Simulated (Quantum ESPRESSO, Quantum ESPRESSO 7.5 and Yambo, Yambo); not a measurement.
## SiO2 (Quartz): G0W0 with Yambo, start to end

Wanted: ground state, empty states, screening and self-energy for SiO2 (Quartz).

Main program and level: Quantum ESPRESSO 7.5 and Yambo 5.3.0; LDA and many-body steps on it, plane waves.

This is a report of a sequence of runs, with most program output left out.

### Step 1. Set-up

It takes space group P3_121 (No. 152, trigonal). The conventional cell has a = 4.916 Å, b = 4.916 Å, c = 5.409 Å, α = 90.00°, β = 90.00°, γ = 120.00°. Si has 4 O at 1.61 Å nearest. Nearest to O lie 2 Si at 1.61 Å. Farther neighbours and most contacts between anions are not listed.

The cell and positions come from the Crystallography Open Database and are kept as given unless a step says otherwise.

### Step 2. Ground state

This step: Quantum ESPRESSO 7.5; DFT, LDA, plane waves, norm-conserving pseudopotentials.

The ground-state density comes first.

Input file pw.in:

```
&control
  calculation = 'scf'
  prefix = 'x'
  outdir = 'o'
  pseudo_dir = 'pseudo'
/
&system
  ibrav = 0
  nat = 9
  ntyp = 2
  ecutwfc = 72.0
  nbnd = 32
  force_symmorphic = .true.
/
&electrons
  conv_thr = 1e-10
  electron_maxstep = 80
  mixing_beta = 0.5
/
ATOMIC_SPECIES
  Si 28.085 Si.upf
  O 15.999 O.upf
CELL_PARAMETERS angstrom
  4.9158000000 0.0000000000 0.0000000000
  -2.4579000000 4.2572076799 0.0000000000
  0.0000000000 0.0000000000 5.4091000000
ATOMIC_POSITIONS crystal
  Si 0.5303000000 0.0000000000 0.3333333333
  Si 0.0000000000 0.5303000000 0.6666666667
  Si 0.4697000000 0.4697000000 0.0000000000
  O 0.1462000000 0.4142000000 0.8810000000
  O 0.5858000000 0.7320000000 0.2143333333
  O 0.2680000000 0.8538000000 0.5476666667
  O 0.4142000000 0.1462000000 0.1190000000
  O 0.7320000000 0.5858000000 0.7856666667
  O 0.8538000000 0.2680000000 0.4523333333
K_POINTS automatic
  6 6 4 0 0 0
```

Started as:

```console
$ OMP_NUM_THREADS=1 mpirun -n 4 pw.x -nk 4 -in pw.in > pw.out
```

Run time: 88 s. Hardware: 4 MPI ranks of Arm Neoverse V1, shared host; peak memory 0.59 GiB; 5.8 min of CPU time.

This step gave:

- total energy: -3056.1210 eV
- gap: 5.801 eV
- k of the valence top: 0.3333, 0.3333, 0
- k of the conduction bottom: 0, 0, 0
- least direct gap: 6.125 eV

The gap is indirect, with the least direct gap 0.32 eV higher.

### Step 3. Bands along the symmetry lines

Levels along a band path, at the cheap level, show where the edges lie and whether the meshes to come will hold them.

Input file pw.in:

```
&control
  calculation = 'bands'
  prefix = 'x'
  outdir = 'o'
  pseudo_dir = 'pseudo'
/
&system
  ibrav = 0
  nat = 9
  ntyp = 2
  ecutwfc = 72.0
  nbnd = 30
  force_symmorphic = .true.
/
&electrons
  conv_thr = 1e-9
  electron_maxstep = 80
  diago_full_acc = .true.
  diago_thr_init = 5e-6
/
ATOMIC_SPECIES
  Si 28.085 Si.upf
  O 15.999 O.upf
CELL_PARAMETERS angstrom
  4.9158000000 0.0000000000 0.0000000000
  -2.4579000000 4.2572076799 0.0000000000
  0.0000000000 0.0000000000 5.4091000000
ATOMIC_POSITIONS crystal
  Si 0.5303000000 0.0000000000 0.3333333333
  Si 0.0000000000 0.5303000000 0.6666666667
  Si 0.4697000000 0.4697000000 0.0000000000
  O 0.1462000000 0.4142000000 0.8810000000
  O 0.5858000000 0.7320000000 0.2143333333
  O 0.2680000000 0.8538000000 0.5476666667
  O 0.4142000000 0.1462000000 0.1190000000
  O 0.7320000000 0.5858000000 0.7856666667
  O 0.8538000000 0.2680000000 0.4523333333
K_POINTS crystal
  75
  0.00000000 0.00000000 0.00000000 1
  0.06250000 0.00000000 0.00000000 1
  0.12500000 0.00000000 0.00000000 1
  0.18750000 0.00000000 0.00000000 1
  0.25000000 0.00000000 0.00000000 1
  0.31250000 0.00000000 0.00000000 1
  0.37500000 0.00000000 0.00000000 1
  0.43750000 0.00000000 0.00000000 1
  0.50000000 0.00000000 0.00000000 1
  0.47916667 0.04166667 0.00000000 1
  0.45833333 0.08333333 0.00000000 1
  0.43750000 0.12500000 0.00000000 1
  0.41666666 0.16666666 0.00000000 1
  0.39583333 0.20833333 0.00000000 1
  0.37500000 0.25000000 0.00000000 1
  0.35416666 0.29166666 0.00000000 1
  0.33333333 0.33333333 0.00000000 1
  0.29166666 0.29166666 0.00000000 1
  0.25000000 0.25000000 0.00000000 1
  0.20833333 0.20833333 0.00000000 1
  0.16666666 0.16666666 0.00000000 1
  0.12500000 0.12500000 0.00000000 1
  0.08333333 0.08333333 0.00000000 1
  0.04166667 0.04166667 0.00000000 1
  0.00000000 0.00000000 0.00000000 1
  0.00000000 0.00000000 0.06250000 1
  0.00000000 0.00000000 0.12500000 1
  0.00000000 0.00000000 0.18750000 1
  0.00000000 0.00000000 0.25000000 1
  0.00000000 0.00000000 0.31250000 1
  0.00000000 0.00000000 0.37500000 1
  0.00000000 0.00000000 0.43750000 1
  0.00000000 0.00000000 0.50000000 1
  0.06250000 0.00000000 0.50000000 1
  0.12500000 0.00000000 0.50000000 1
  0.18750000 0.00000000 0.50000000 1
  0.25000000 0.00000000 0.50000000 1
  0.31250000 0.00000000 0.50000000 1
  0.37500000 0.00000000 0.50000000 1
  0.43750000 0.00000000 0.50000000 1
  0.50000000 0.00000000 0.50000000 1
  0.47916667 0.04166667 0.50000000 1
  0.45833333 0.08333333 0.50000000 1
  0.43750000 0.12500000 0.50000000 1
  0.41666666 0.16666666 0.50000000 1
  0.39583333 0.20833333 0.50000000 1
  0.37500000 0.25000000 0.50000000 1
  0.35416666 0.29166666 0.50000000 1
  0.33333333 0.33333333 0.50000000 1
  0.29166666 0.29166666 0.50000000 1
  0.25000000 0.25000000 0.50000000 1
  0.20833333 0.20833333 0.50000000 1
  0.16666666 0.16666666 0.50000000 1
  0.12500000 0.12500000 0.50000000 1
  0.08333333 0.08333333 0.50000000 1
  0.04166667 0.04166667 0.50000000 1
  0.00000000 0.00000000 0.50000000 1
  0.50000000 0.00000000 0.50000000 1
  0.50000000 0.00000000 0.43750000 1
  0.50000000 0.00000000 0.37500000 1
  0.50000000 0.00000000 0.31250000 1
  0.50000000 0.00000000 0.25000000 1
  0.50000000 0.00000000 0.18750000 1
  0.50000000 0.00000000 0.12500000 1
  0.50000000 0.00000000 0.06250000 1
  0.50000000 -0.00000000 0.00000000 1
  0.33333333 0.33333333 0.50000000 1
  0.33333333 0.33333333 0.43750000 1
  0.33333333 0.33333333 0.37500000 1
  0.33333333 0.33333333 0.31250000 1
  0.33333333 0.33333333 0.25000000 1
  0.33333333 0.33333333 0.18750000 1
  0.33333333 0.33333333 0.12500000 1
  0.33333333 0.33333333 0.06250000 1
  0.33333333 0.33333333 0.00000000 1
```

The job ended after 44 s (4 MPI ranks; peak memory 0.38 GiB).

Numbers from this step:

- gap: 5.801 eV
- k of the valence top: 0.3333, 0.3333, 0
- k of the conduction bottom: 0, 0, 0
- least direct gap: 6.103 eV

The gap is 5.801 eV, as in the run before at this level.

Electronic bands along the path, in eV, zero at the top of the highest filled band:

| point | band 21 | band 22 | band 23 | band 24 | band 25 | band 26 | band 27 | band 28 |
| --- | --- | --- | --- | --- | --- | --- | --- | --- |
| Γ | -1.01 | -0.69 | -0.32 | -0.32 | 5.80 | 9.04 | 9.04 | 9.51 |
| halfway | -1.02 | -0.85 | -0.24 | -0.16 | 6.68 | 9.06 | 9.14 | 9.62 |
| M | -1.06 | -0.79 | -0.27 | -0.03 | 8.05 | 8.76 | 9.45 | 9.49 |
| halfway | -1.12 | -0.63 | -0.32 | -0.02 | 8.24 | 8.82 | 9.37 | 9.67 |
| K | -1.25 | -0.44 | -0.44 | 0.00 | 8.70 | 8.70 | 9.18 | 10.13 |
| halfway | -0.93 | -0.88 | -0.25 | -0.11 | 6.92 | 9.07 | 9.23 | 9.66 |
| Γ | -1.01 | -0.69 | -0.32 | -0.32 | 5.80 | 9.04 | 9.04 | 9.51 |
| halfway | -1.09 | -0.54 | -0.23 | -0.10 | 6.39 | 8.90 | 8.95 | 9.00 |
| A | -1.23 | -0.21 | -0.21 | -0.09 | 7.73 | 7.73 | 8.73 | 9.50 |
| halfway | -1.10 | -0.45 | -0.42 | -0.15 | 8.14 | 8.25 | 9.08 | 9.46 |
| L | -0.90 | -0.84 | -0.61 | -0.19 | 8.79 | 9.21 | 9.37 | 9.50 |
| halfway | -0.87 | -0.85 | -0.63 | -0.33 | 8.82 | 9.36 | 9.46 | 9.57 |
| H | -0.95 | -0.78 | -0.60 | -0.60 | 8.90 | 9.51 | 9.51 | 9.86 |
| halfway | -1.07 | -0.54 | -0.39 | -0.23 | 8.27 | 8.39 | 9.15 | 9.64 |
| A | -1.23 | -0.21 | -0.21 | -0.09 | 7.73 | 7.73 | 8.73 | 9.50 |
| jump to L | -0.90 | -0.84 | -0.61 | -0.19 | 8.79 | 9.21 | 9.37 | 9.50 |
| halfway | -0.98 | -0.73 | -0.45 | -0.12 | 8.35 | 8.87 | 9.30 | 9.78 |
| M | -1.06 | -0.79 | -0.27 | -0.03 | 8.05 | 8.76 | 9.45 | 9.49 |
| jump to H | -0.95 | -0.78 | -0.60 | -0.60 | 8.90 | 9.51 | 9.51 | 9.86 |
| halfway | -1.03 | -0.56 | -0.51 | -0.20 | 8.77 | 8.96 | 9.36 | 9.97 |
| K | -1.25 | -0.44 | -0.44 | 0.00 | 8.70 | 8.70 | 9.18 | 10.13 |

### Step 4. Empty states on the mesh, 3×3×2 mesh, 190 bands

The sums over transitions need many empty states on a uniform mesh; this step solves for them.

Input file pw.in:

```
&control
  calculation = 'nscf'
  prefix = 'x'
  outdir = 'o'
  pseudo_dir = 'pseudo'
/
&system
  ibrav = 0
  nat = 9
  ntyp = 2
  ecutwfc = 72.0
  nbnd = 190
  force_symmorphic = .true.
/
&electrons
  conv_thr = 1e-9
  electron_maxstep = 80
  diago_full_acc = .true.
  diago_thr_init = 5e-6
/
ATOMIC_SPECIES
  Si 28.085 Si.upf
  O 15.999 O.upf
CELL_PARAMETERS angstrom
  4.9158000000 0.0000000000 0.0000000000
  -2.4579000000 4.2572076799 0.0000000000
  0.0000000000 0.0000000000 5.4091000000
ATOMIC_POSITIONS crystal
  Si 0.5303000000 0.0000000000 0.3333333333
  Si 0.0000000000 0.5303000000 0.6666666667
  Si 0.4697000000 0.4697000000 0.0000000000
  O 0.1462000000 0.4142000000 0.8810000000
  O 0.5858000000 0.7320000000 0.2143333333
  O 0.2680000000 0.8538000000 0.5476666667
  O 0.4142000000 0.1462000000 0.1190000000
  O 0.7320000000 0.5858000000 0.7856666667
  O 0.8538000000 0.2680000000 0.4523333333
K_POINTS automatic
  3 3 2 0 0 0
```

Elapsed: 35 s, on 4 MPI ranks; peak memory 0.78 GiB; 2.4 min of CPU time.

Numbers from this step:

```
gap                                                           : 5.801 eV
k of the valence top                                          : 0.3333, 0.3333, 0
k of the conduction bottom                                    : 0, 0, 0
least direct gap                                              : 6.125 eV
k points computed                                             : 8
lowest point of the top converged band, above the valence top : 69.5966 eV
```

On this mesh the gap is 5.801 eV.

### Step 5. Conversion and set-up

This step: Yambo 5.3.0; conversion and set-up on LDA, plane waves, norm-conserving pseudopotentials.

The states are converted to the many-body program's format and the q mesh is built.

Started as:

```console
$ (cd o/x.save; p2y > p2y.log; mv SAVE ../..); yambo > setup.log
```

Wall time 2.4 s (1 MPI rank); peak memory 0.24 GiB.

### Step 6. Screening and self-energy, 3×3×2 mesh, 190 bands, screening to 122.5 eV

G0W0 replaces the xc potential by the self-energy, built once from these orbitals. Only a window of levels is corrected, while the sums run over the empty bands that the input names.

This step: G0W0 on LDA, plane waves, norm-conserving pseudopotentials.

Input file gw1.in:

```
HF_and_locXC
gw0
dyson
ppa
em1d
rim_cut
RandQpts= 1000000
RandGvec= 1 RL
EXXRLvcs= 72 Ry
VXCRLvcs= 288 Ry
Chimod= "HARTREE"
% BndsRnXp
 1 | 190 |
%
NGsBlkXp= 9 Ry
% LongDrXp
 1 | 1 | 1 |
%
% GbndRnge
 1 | 190 |
%
DysSolver= "n"
ExtendOut
PPAPntXp= 27.21138 eV
% QPkrange
 5 | 5 | 23 | 26 |
 1 | 1 | 23 | 26 |
%
```

Started as:

```console
$ OMP_NUM_THREADS=2 mpirun -n 2 yambo -F gw1.in -J gw1 -C gw1 > gw1.log
```

It took 3 min on 2 MPI ranks; peak memory 1.2 GiB; 11 min of CPU time.

Numbers from this step:

```
G0W0 gap on the points computed              : 8.760 eV
starting gap on the mesh                     : 5.801 eV
k of the valence top                         : 0.3333, 0.3333, 0
k of the conduction bottom                   : 0, 0, 0
least direct G0W0 gap on the computed points : 9.137 eV
Z at the valence top                         : 0.8189
Z at the conduction bottom                   : 0.8709
```

The gap on the mesh goes from 5.80 eV to 8.76 eV, a correction of +2.96 eV.

Limits: finite bands, cutoff and mesh; coarse k mesh. v1 is the top filled band, c1 the lowest empty one. Levels before and after the correction, in eV, zero at the valence-band top of each column:

|  | conduction bottom | valence top |
| --- | --- | --- |
| Kohn-Sham | 5.80 | 0.00 |
| G0W0 | 8.76 | 0.00 |

|  | level | energy (eV) |
| --- | --- | --- |
| Kohn-Sham | Γ v2-v1 | -0.324 |
| Kohn-Sham | Γ c1 | 5.801 |
| Kohn-Sham | Γ c2 | 9.038 |
| Kohn-Sham | (0.333 0.333 0) v2 | -0.439 |
| Kohn-Sham | (0.333 0.333 0) v1 | 0.000 |
| Kohn-Sham | (0.333 0.333 0) c1-c2 | 8.700 |
| G0W0 | Γ v2-v1 | -0.377 |
| G0W0 | Γ c1 | 8.760 |
| G0W0 | Γ c2 | 12.287 |
| G0W0 | (0.333 0.333 0) v2 | -0.503 |
| G0W0 | (0.333 0.333 0) v1 | 0.000 |
| G0W0 | (0.333 0.333 0) c1-c2 | 12.037 |

### Step 7. Where the time went

Times are wall times on the hardware named with each run, good to a factor of about two.

| step | time | share | memory (GiB) |
| --- | --- | --- | --- |
| ground state | 88 s | 25 % | 0.59 |
| bands along the symmetry lines | 44 s | 13 % | 0.38 |
| empty states on the mesh | 35 s | 10 % | 0.78 |
| conversion and set-up | 2.4 s | 1 % | 0.24 |
| screening and self-energy | 3 min | 51 % | 1.2 |

### Step 8. What came out

| Property | Result |
| --- | --- |
| LDA gap | 5.80 eV, indirect |
| G0W0 gap on the mesh | 8.76 eV |
| GW settings | 3×3×2 mesh, 190 bands, screening to 122.5 eV, Godby-Needs plasmon pole |
| known limits | not at the basis limit; coarse k mesh |

G0W0 moves the gap on the mesh from 5.80 eV to 8.76 eV (+2.96 eV), with Z of 0.82 and 0.87 at the edges. Only 2 of the mesh's irreducible points were corrected, so a valley elsewhere could overtake. The dearest step here is «screening and self-energy». Bands and cutoff are finite, so the gap is not at the basis limit. The miss can reach some tenths of an eV and take either sign; the mesh is an error of its own. In the G0W0 run levels were corrected at 2 k points alone, so a gap called «on the mesh» is the least over those, and an edge elsewhere would be missed. The 3×3×2 mesh is coarse for this cell, which bears on the long-range parts of exchange and screening.

[Paths, hosts, dates, memory and timing lines, banners, echoed tables and standing remarks are left out of the program output.]

[Logs are printed without paths, hosts, clocks, repeated set-up lines and the standing remarks that a program may print on its own settings, such as how far it seeks lower states.]

[Runs of the session that timed out or met a known fault of the program may be left out.]

[Hosts, paths, dates, database ids (printed as entryN), source tags and the programs' standing remarks are cut or masked in the printed files.]
